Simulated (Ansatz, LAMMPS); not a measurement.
# Site preference of As in place of Ge in amorphous 29Ga2O3-71GeO2 (mol %) (86 atoms)

Aim: make As in place of Ge at several sites of amorphous 29Ga2O3-71GeO2 (mol %) (86 atoms), relax each, and compare their energies.

Program: Ansatz 0.2.0. Level of theory: Kohn-Sham DFT, LDA, PAW (set soft_2), plane waves. Values are calculated unless marked as measured.

**1. Starting point**

The cell holds 86 atoms: 14 Ga, 17 Ge and 55 O. Cell: a = 10.944 Å, b = 10.944 Å, c = 10.944 Å, α = 90.0°, β = 90.0°, γ = 90.0°. 86 atoms (14 Fe, 17 Ge, 55 O) placed at random at 3.74 g/cm³, melted at 5000 K for 10 ps at fixed volume with the Morse and Coulomb pair potential with partial charges (Pedone, Malavasi, Menziani, Cormack and Segre, J. Phys. Chem. B 110, 11780 (2006)). Quenched from 5000 K to 300 K at 100 K/ps and fixed volume, held 5 ps, then minimised at fixed cell. Then Fe was replaced by Ga and the cell scaled by 1.006 (the potential has no terms for the new elements, so the cell is a start for a DFT relaxation).

Limits known from the start: The quench rate of 100 K/ps is many orders above laboratory rates, so the cell is likely richer in defects and strain than a real sample. The network of bonds at the start is that of the classical potential that made the cell, and needn't be the one that DFT or experiment would give. Only the Γ point is sampled, in a cell whose shortest periodic width is 11 Å.

**2. Single point at the start**

A single point comes first, to see the forces before anything moves.

input.yaml

```yaml
crystal:
  lattice:
    - [10.94387, 0.0, 0.0]
    - [0.0, 10.94387, 0.0]
    - [0.0, 0.0, 10.94387]
  atoms:
    - { symbol: Ga, position: [0.08249, 0.75111, 0.97763] }
    - { symbol: Ga, position: [0.80927, 0.3933, 0.03783] }
    - { symbol: Ga, position: [0.9255, 0.9024, 0.19581] }
    - { symbol: Ga, position: [0.24964, 0.55693, 0.84363] }
    - { symbol: Ga, position: [0.38336, 0.12706, 0.03877] }
    - { symbol: Ga, position: [0.20319, 0.92734, 0.22745] }
    - { symbol: Ga, position: [0.5902, 0.54837, 0.12408] }
    - { symbol: Ga, position: [0.8177, 0.89494, 0.86096] }
    - { symbol: Ga, position: [0.52237, 0.74488, 0.86851] }
    - { symbol: Ga, position: [0.34782, 0.74288, 0.07003] }
    - { symbol: Ga, position: [0.42489, 0.93433, 0.3246] }
    - { symbol: Ga, position: [0.7925, 0.69346, 0.02033] }
    - { symbol: Ga, position: [0.64974, 0.80404, 0.36128] }
    - { symbol: Ga, position: [0.59086, 0.25105, 0.966] }
    - { symbol: Ge, position: [0.93362, 0.59187, 0.81224] }
    - { symbol: Ge, position: [0.1313, 0.30048, 0.98815] }
    - { symbol: Ge, position: [0.79169, 0.18215, 0.27558] }
    - { symbol: Ge, position: [0.49315, 0.28981, 0.27485] }
    - { symbol: Ge, position: [0.38695, 0.08999, 0.7544] }
    - { symbol: Ge, position: [0.15475, 0.99853, 0.96787] }
    - { symbol: Ge, position: [0.61104, 0.94168, 0.08573] }
    - { symbol: Ge, position: [0.86234, 0.62262, 0.27721] }
    - { symbol: Ge, position: [0.82621, 0.66637, 0.55327] }
    - { symbol: Ge, position: [0.57359, 0.86591, 0.63134] }
    - { symbol: Ge, position: [0.8773, 0.20205, 0.81744] }
    - { symbol: Ge, position: [0.98457, 0.15432, 0.52509] }
    - { symbol: Ge, position: [0.33563, 0.68879, 0.58444] }
    - { symbol: Ge, position: [0.4207, 0.59204, 0.30112] }
    - { symbol: Ge, position: [0.27762, 0.15693, 0.46827] }
    - { symbol: Ge, position: [0.14449, 0.52477, 0.19347] }
    - { symbol: Ge, position: [0.07679, 0.85218, 0.49138] }
    - { symbol: O, position: [0.8903, 0.50888, 0.93782] }
    - { symbol: O, position: [0.21388, 0.78907, 0.54651] }
    - { symbol: O, position: [0.00879, 0.57202, 0.26035] }
    - { symbol: O, position: [0.82627, 0.05591, 0.83074] }
    - { symbol: O, position: [0.95812, 0.75411, 0.53518] }
    - { symbol: O, position: [0.86149, 0.5747, 0.6767] }
    - { symbol: O, position: [0.20148, 0.15685, 0.00667] }
    - { symbol: O, position: [0.02297, 0.99682, 0.53676] }
    - { symbol: O, position: [0.33247, 0.79668, 0.25123] }
    - { symbol: O, position: [0.08337, 0.63208, 0.8395] }
    - { symbol: O, position: [0.52849, 0.89874, 0.47189] }
    - { symbol: O, position: [0.7782, 0.57024, 0.15336] }
    - { symbol: O, position: [0.75521, 0.27919, 0.88565] }
    - { symbol: O, position: [0.74223, 0.87228, 0.03013] }
    - { symbol: O, position: [0.26638, 0.53241, 0.2907] }
    - { symbol: O, position: [0.06836, 0.99452, 0.12187] }
    - { symbol: O, position: [0.93384, 0.20848, 0.66734] }
    - { symbol: O, position: [0.21357, 0.39698, 0.89662] }
    - { symbol: O, position: [0.65553, 0.83873, 0.77695] }
    - { symbol: O, position: [0.44801, 0.18745, 0.86789] }
    - { symbol: O, position: [0.36065, 0.67904, 0.89853] }
    - { symbol: O, position: [0.06969, 0.86282, 0.32989] }
    - { symbol: O, position: [0.281, 0.01487, 0.85115] }
    - { symbol: O, position: [0.94866, 0.75648, 0.08955] }
    - { symbol: O, position: [0.83916, 0.28733, 0.16772] }
    - { symbol: O, position: [0.03811, 0.91668, 0.89466] }
    - { symbol: O, position: [0.50239, 0.99822, 0.69832] }
    - { symbol: O, position: [0.32019, 0.14389, 0.62139] }
    - { symbol: O, position: [0.63476, 0.21721, 0.2912] }
    - { symbol: O, position: [0.86888, 0.72956, 0.86039] }
    - { symbol: O, position: [0.57567, 0.67374, 0.27725] }
    - { symbol: O, position: [0.70384, 0.77144, 0.54896] }
    - { symbol: O, position: [0.1175, 0.38636, 0.11928] }
    - { symbol: O, position: [0.21998, 0.86059, 0.03175] }
    - { symbol: O, position: [0.58196, 0.92047, 0.23811] }
    - { symbol: O, position: [0.6308, 0.39686, 0.05081] }
    - { symbol: O, position: [0.28398, 0.57309, 0.67385] }
    - { symbol: O, position: [0.50641, 0.44629, 0.2909] }
    - { symbol: O, position: [0.35211, 0.02086, 0.16917] }
    - { symbol: O, position: [0.45821, 0.75644, 0.66989] }
    - { symbol: O, position: [0.40952, 0.64623, 0.45225] }
    - { symbol: O, position: [0.99633, 0.25316, 0.91445] }
    - { symbol: O, position: [0.81792, 0.03632, 0.22088] }
    - { symbol: O, position: [0.12673, 0.20526, 0.4729] }
    - { symbol: O, position: [0.17269, 0.62812, 0.07481] }
    - { symbol: O, position: [0.49619, 0.85597, 0.01303] }
    - { symbol: O, position: [0.42518, 0.59983, 0.12876] }
    - { symbol: O, position: [0.81502, 0.77804, 0.28913] }
    - { symbol: O, position: [0.80937, 0.5845, 0.42027] }
    - { symbol: O, position: [0.27583, 0.01143, 0.39692] }
    - { symbol: O, position: [0.87371, 0.17834, 0.41362] }
    - { symbol: O, position: [0.58736, 0.08782, 0.03728] }
    - { symbol: O, position: [0.38978, 0.22714, 0.37994] }
    - { symbol: O, position: [0.43661, 0.26314, 0.12857] }
    - { symbol: O, position: [0.63233, 0.64536, 0.96859] }
kpoints:
  mp_grid: { grid: [1, 1, 1] }
hamiltonian:
  xc: lda
scf:
  occupations: { method: fixed }
output:
  forces: true
```

Run with:

```bash
ansatz run input.yaml --threads 4 --pin off --max-ram 8192MiB --backend cpu --events-out ev --progress --plain --runs-dir out
```

Output:

```text
[...]
Pseudopotentials: kind: paw
Pseudopotential: Ga, paw, valence charge 13, recommended cutoff 420 eV (normal), Ga.paw.azcp
Pseudopotential: Ge, paw, valence charge 14, recommended cutoff 420 eV (normal), Ge.paw.azcp
Pseudopotential: O, paw, valence charge 6, recommended cutoff 420 eV (normal), O.paw.azcp
[... 3 lines on functional and potentials left out ...]
Crystal: 86 atoms, lattice volume = 1310.729 Å³
Basis set: ecut = 420 eV, 25677 PW (Γ)
Bands: 461, of which v1, the nominal top of the filled ones, is band 375 counted from 1 (374 counted from 0)
Symmetry: 1 space group operations
Space group: P1 (ITA 1), of the structure as read, at distance tolerance 1.1e-4 Å
k-points: 1
[... 10 lines on functional and potentials left out ...]
Initial density: superposition of atomic densities (neutral atoms: chi_scale 0, normalization atom), corrected by the library's trained network
Initial wavefunctions: pseudopotential atomic-orbital guess
[...]
SCF iter   1: F=—  HF=-154095.009364 eV  |F-HF|=—  |Δ(HF+E_count)|=         —  Δρ=1.53e-2  dr2=2.71e0  ethr=1.77e-3  ⟨swp⟩=5.0  Hψ=1467  notcnv=0  defer=84
preconditioner: auto → Resta (q_TF=auto, 2.486 Å⁻¹)  ε∞=3.2  [insulator: Δε(μ)=1.044 eV  Ē_g=18.879 eV  n_scr=340 (ndim 8)  ℏωp=28.1 eV  f_vac=0.267  ε∞_Penn≈3.2  vacuum switching on, ρ_ref=2.6e-2 e/Å³]
[...]
SCF iter   9: F=—  HF=-154094.229681 eV  |F-HF|=—  |Δ(HF+E_count)|=   3.00e-8  Δρ=4.34e-6  dr2=2.06e-7  ethr=1.39e-10  ⟨swp⟩=2.0  Hψ=642  notcnv=0  defer=79
SCF iter  10: F=-154094.229681 eV  HF=-154094.229681 eV  |F-HF|=2.80e-8  |Δ(HF+E_count)|=   3.47e-8  Δρ=2.12e-6  dr2=4.86e-8  ethr=1.33e-11  ⟨swp⟩=4.0  Hψ=1449  notcnv=0
SCF 1 converged in 10 iterations: F = -154094.229681 eV  dr2 = 4.86e-8
[...]
SCF converged after 10 iterations
Free energy (F): -154094.229681 eV
Harris-Foulkes:  -154094.229681 eV  (|F-HF|=2.80e-8)
Internal energy: -154094.229681 eV  (E = F + TS)
E sigma→0 (E₀):  -154094.229681 eV
Fermi energy:    3.429003 eV
--- Per-component energies (eV) ---
[...]
Σ components = -154094.229681   (vs F -154094.229681, Δ=0.00e0)
--- Forces (eV/Å), atoms counted from 1 ---
  atom   1  Ga    -0.28950915     0.65370022     0.88396913
  atom   2  Ga    -0.63573407    -0.95460725     0.03219836
  atom   3  Ga     0.56703896     0.39532798     0.11235195
  atom   4  Ga    -0.14661047    -0.27827640    -0.76187255
[...]
atom  86  O      0.39718199    -0.21255672     0.61838456
  max |Σ_I F_I| component: 6.12e-4 eV/Å
```

Run time: 16 s. Hardware: 4 threads of Arm Neoverse V1, shared host; peak memory 1.7 GiB.

The r.m.s. force at the start is 0.76 eV/Å.

**3. Relaxation**

The atoms are relaxed in the fixed cell, aiming at the force tolerance of the input.

input.yaml

```yaml
crystal:
  lattice:
    - [10.94387, 0.0, 0.0]
    - [0.0, 10.94387, 0.0]
    - [0.0, 0.0, 10.94387]
  atoms:
    [... the 86 atom lines of step 2 ...]
kpoints:
  mp_grid: { grid: [1, 1, 1] }
hamiltonian:
  xc: lda
scf:
  occupations: { method: fixed }
output:
  forces: true
relax:
  f_tol: 0.05
  max_steps: 120
```

Output:

```text
[...]
Crystal: 86 atoms, lattice volume = 1310.729 Å³
Basis set: ecut = 420 eV, 25677 PW (Γ)
Bands: 461, of which v1, the nominal top of the filled ones, is band 375 counted from 1 (374 counted from 0)
Symmetry: 1 space group operations
[...]
k-points: 1
[...]
SCF iter   1: F=—  HF=-154095.009363 eV  |F-HF|=—  |Δ(HF+E_count)|=         —  Δρ=1.53e-2  dr2=2.71e0  ethr=1.77e-3  ⟨swp⟩=5.0  Hψ=1467  notcnv=0  defer=84
[...]
SCF iter   7: F=-154094.229672 eV  HF=-154094.229684 eV  |F-HF|=1.16e-5  |Δ(HF+E_count)|=   5.25e-6  Δρ=3.53e-5  dr2=1.54e-5  ethr=8.33e-9  ⟨swp⟩=4.0  Hψ=1216  notcnv=0
SCF 1 converged in 7 iterations: F = -154094.229672 eV  dr2 = 1.54e-5
[...]
relax step   1: F+E_penalty+E_count = -154094.22967208 eV  Δ(F+E_penalty+E_count) = +0.000e0 eV  max|allowed force component| = 2.456e0 eV/Å  Δτ_max = 0.0000 Å  (7 SCF iters, dr2 threshold 6.25e-5 eV, accepted)
[...]
relax step   2: F+E_penalty+E_count = -154097.40161581 eV  Δ(F+E_penalty+E_count) = -3.172e0 eV  max|allowed force component| = 1.155e0 eV/Å  Δτ_max = 0.1539 Å  (7 SCF iters, dr2 threshold 1.00e-4 eV, accepted)
[...]
relax step   3: F+E_penalty+E_count = -154098.61434128 eV  Δ(F+E_penalty+E_count) = -1.213e0 eV  max|allowed force component| = 7.710e-1 eV/Å  Δτ_max = 0.1434 Å  (7 SCF iters, dr2 threshold 8.33e-5 eV, accepted)
relax step   4: F+E_penalty+E_count = -154099.13326519 eV  Δ(F+E_penalty+E_count) = -5.189e-1 eV  max|allowed force component| = 5.140e-1 eV/Å  Δτ_max = 0.2000 Å  (7 SCF iters, dr2 threshold 1.00e-4 eV, accepted)
relax step   5: F+E_penalty+E_count = -154099.46975440 eV  Δ(F+E_penalty+E_count) = -3.365e-1 eV  max|allowed force component| = 1.502e-1 eV/Å  Δτ_max = 0.2000 Å  (7 SCF iters, dr2 threshold 1.00e-4 eV, accepted)
relax step   6: F+E_penalty+E_count = -154099.56176856 eV  Δ(F+E_penalty+E_count) = -9.201e-2 eV  max|allowed force component| = 2.999e-1 eV/Å  Δτ_max = 0.2000 Å  (10 SCF iters, accepted)
relax step   7: F+E_penalty+E_count = -154099.60639041 eV  Δ(F+E_penalty+E_count) = -4.462e-2 eV  max|allowed force component| = 2.224e-1 eV/Å  Δτ_max = 0.2000 Å  (7 SCF iters, dr2 threshold 7.68e-6 eV, accepted)
relax step   8: F+E_penalty+E_count = -154099.66135903 eV  Δ(F+E_penalty+E_count) = -5.497e-2 eV  max|allowed force component| = 1.363e-1 eV/Å  Δτ_max = 0.2000 Å  (7 SCF iters, dr2 threshold 2.72e-5 eV, accepted)
relax step   9: F+E_penalty+E_count = -154099.68460177 eV  Δ(F+E_penalty+E_count) = -2.324e-2 eV  max|allowed force component| = 2.353e-1 eV/Å  Δτ_max = 0.1944 Å  (7 SCF iters, dr2 threshold 6.97e-6 eV, accepted)
relax step  10: F+E_penalty+E_count = -154099.74070762 eV  Δ(F+E_penalty+E_count) = -5.611e-2 eV  max|allowed force component| = 4.280e-1 eV/Å  Δτ_max = 0.2000 Å  (7 SCF iters, dr2 threshold 2.08e-5 eV, accepted)
relax step  11: F+E_penalty+E_count = -154099.82441850 eV  Δ(F+E_penalty+E_count) = -8.371e-2 eV  max|allowed force component| = 6.190e-1 eV/Å  Δτ_max = 0.1903 Å  (7 SCF iters, dr2 threshold 1.00e-4 eV, accepted)
relax step  12: F+E_penalty+E_count = -154099.90252183 eV  Δ(F+E_penalty+E_count) = -7.810e-2 eV  max|allowed force component| = 2.741e-1 eV/Å  Δτ_max = 0.2000 Å  (7 SCF iters, dr2 threshold 1.00e-4 eV, accepted)
relax step  13: F+E_penalty+E_count = -154099.86291374 eV  Δ(F+E_penalty+E_count) = +3.961e-2 eV  max|allowed force component| = 3.488e-1 eV/Å  Δτ_max = 0.2000 Å  (8 SCF iters, dr2 threshold 1.47e-5 eV, rejected (line search))
relax step  14: F+E_penalty+E_count = -154099.93909095 eV  Δ(F+E_penalty+E_count) = -3.657e-2 eV  max|allowed force component| = 1.243e-1 eV/Å  Δτ_max = 0.0811 Å  (9 SCF iters, accepted)
relax step  15: F+E_penalty+E_count = -154099.95391752 eV  Δ(F+E_penalty+E_count) = -1.483e-2 eV  max|allowed force component| = 1.142e-1 eV/Å  Δτ_max = 0.1000 Å  (6 SCF iters, dr2 threshold 3.03e-6 eV, accepted)
relax step  16: F+E_penalty+E_count = -154099.96690157 eV  Δ(F+E_penalty+E_count) = -1.298e-2 eV  max|allowed force component| = 1.120e-1 eV/Å  Δτ_max = 0.1500 Å  (7 SCF iters, dr2 threshold 2.68e-6 eV, accepted)
relax step  17: F+E_penalty+E_count = -154099.94746131 eV  Δ(F+E_penalty+E_count) = +1.944e-2 eV  max|allowed force component| = 6.903e-1 eV/Å  Δτ_max = 0.1950 Å  (7 SCF iters, dr2 threshold 1.06e-5 eV, rejected (line search))
relax step  18: F+E_penalty+E_count = -154099.98377499 eV  Δ(F+E_penalty+E_count) = -1.687e-2 eV  max|allowed force component| = 7.158e-2 eV/Å  Δτ_max = 0.0975 Å  (9 SCF iters, accepted)
relax step  19: F+E_penalty+E_count = -154100.00238493 eV  Δ(F+E_penalty+E_count) = -1.861e-2 eV  max|allowed force component| = 1.546e-1 eV/Å  Δτ_max = 0.0977 Å  (9 SCF iters, accepted)
relax step  20: F+E_penalty+E_count = -154099.98848444 eV  Δ(F+E_penalty+E_count) = +1.390e-2 eV  max|allowed force component| = 4.305e-1 eV/Å  Δτ_max = 0.1437 Å  (7 SCF iters, dr2 threshold 9.76e-6 eV, rejected (line search))
relax step  21: F+E_penalty+E_count = -154100.02739608 eV  Δ(F+E_penalty+E_count) = -2.501e-2 eV  max|allowed force component| = 1.343e-1 eV/Å  Δτ_max = 0.0719 Å  (8 SCF iters, accepted)
relax step  22: F+E_penalty+E_count = -154100.04587756 eV  Δ(F+E_penalty+E_count) = -1.848e-2 eV  max|allowed force component| = 1.785e-1 eV/Å  Δτ_max = 0.0731 Å  (6 SCF iters, dr2 threshold 1.36e-5 eV, accepted)
relax step  23: F+E_penalty+E_count = -154100.07805922 eV  Δ(F+E_penalty+E_count) = -3.218e-2 eV  max|allowed force component| = 2.166e-1 eV/Å  Δτ_max = 0.1125 Å  (6 SCF iters, dr2 threshold 2.41e-5 eV, accepted)
relax step  24: F+E_penalty+E_count = -154100.09853744 eV  Δ(F+E_penalty+E_count) = -2.048e-2 eV  max|allowed force component| = 5.334e-1 eV/Å  Δτ_max = 0.1649 Å  (7 SCF iters, dr2 threshold 4.69e-5 eV, accepted)
relax step  25: F+E_penalty+E_count = -154100.13690847 eV  Δ(F+E_penalty+E_count) = -3.837e-2 eV  max|allowed force component| = 2.877e-1 eV/Å  Δτ_max = 0.1231 Å  (7 SCF iters, dr2 threshold 1.00e-4 eV, accepted)
relax step  26: F+E_penalty+E_count = -154100.15813235 eV  Δ(F+E_penalty+E_count) = -2.122e-2 eV  max|allowed force component| = 6.934e-2 eV/Å  Δτ_max = 0.0561 Å  (6 SCF iters, dr2 threshold 2.41e-5 eV, accepted)
[...]
relax step  27: F+E_penalty+E_count = -154100.16049804 eV  Δ(F+E_penalty+E_count) = -2.366e-3 eV  max|allowed force component| = 1.862e-2 eV/Å  Δτ_max = 0.0167 Å  (7 SCF iters, accepted)
SCF converged after 7 iterations
Free energy (F): -154100.160498 eV
[...]
Internal energy: -154100.160498 eV  (E = F + TS)
E sigma→0 (E₀):  -154100.160498 eV
Fermi energy:    3.195654 eV
[...]
--- Forces (eV/Å), atoms counted from 1 ---
  atom   1  Ga     0.00563280    -0.00763324     0.00456074
  atom   2  Ga    -0.00131961     0.00523204    -0.00502570
  atom   3  Ga     0.00278725    -0.00205944     0.00171361
  atom   4  Ga     0.00132071     0.01390011     0.00448207
  atom   5  Ga     0.00090180    -0.00673766     0.00020081
  atom   6  Ga    -0.00326238    -0.00688935    -0.00345029
  atom   7  Ga    -0.00152853    -0.00388302     0.00148466
  atom   8  Ga     0.00308629    -0.00487551     0.00268493
  atom   9  Ga     0.00192857     0.00066017     0.00205002
  atom  10  Ga     0.00001059     0.00109635    -0.00517506
  atom  11  Ga     0.01350587     0.00246680    -0.01861401
  atom  12  Ga     0.00476883     0.00282066     0.00343028
  atom  13  Ga     0.00196571     0.00314715     0.00551215
  atom  14  Ga    -0.00816305    -0.00239483     0.00595522
[...]
atom  85  O      0.00386570    -0.00136713     0.00305109
  atom  86  O     -0.00670719     0.00080699    -0.00188487
  max |Σ_I F_I| component: 1.14e-4 eV/Å
--- Relaxed structure (27 steps of the walk, 24 accepted, 0 SCFs on fresh bases) ---
  F+E_penalty+E_count = -154100.16049804 eV   max|allowed force component| = 1.862e-2 eV/Å
  atoms:
    - { symbol: Ga, position: [0.071799, 0.786175, 0.988639] }
    - { symbol: Ga, position: [0.813779, 0.372619, 0.023702] }
    - { symbol: Ga, position: [0.928722, 0.912131, 0.216365] }
    - { symbol: Ga, position: [0.229709, 0.580088, 0.836648] }
[...]
- { symbol: O, position: [0.630282, 0.644384, 0.993450] }
```

Wall time 5.8 min (4 threads); peak memory 1.7 GiB.

The relaxation converged after 27 steps, 5.93 eV below its start, with a largest force component of 0.019 eV/Å.

[end of part 1 of 3]

[Long decimals in the printed logs are rounded to 6 places.]

[Logs are printed without paths, hosts, clocks, repeated set-up lines and the standing remarks that a program may print on its own settings, such as how far it seeks lower states.]

[Hosts, paths, dates, database ids (printed as entryN), source tags and the programs' standing remarks are cut or masked in the printed files.]
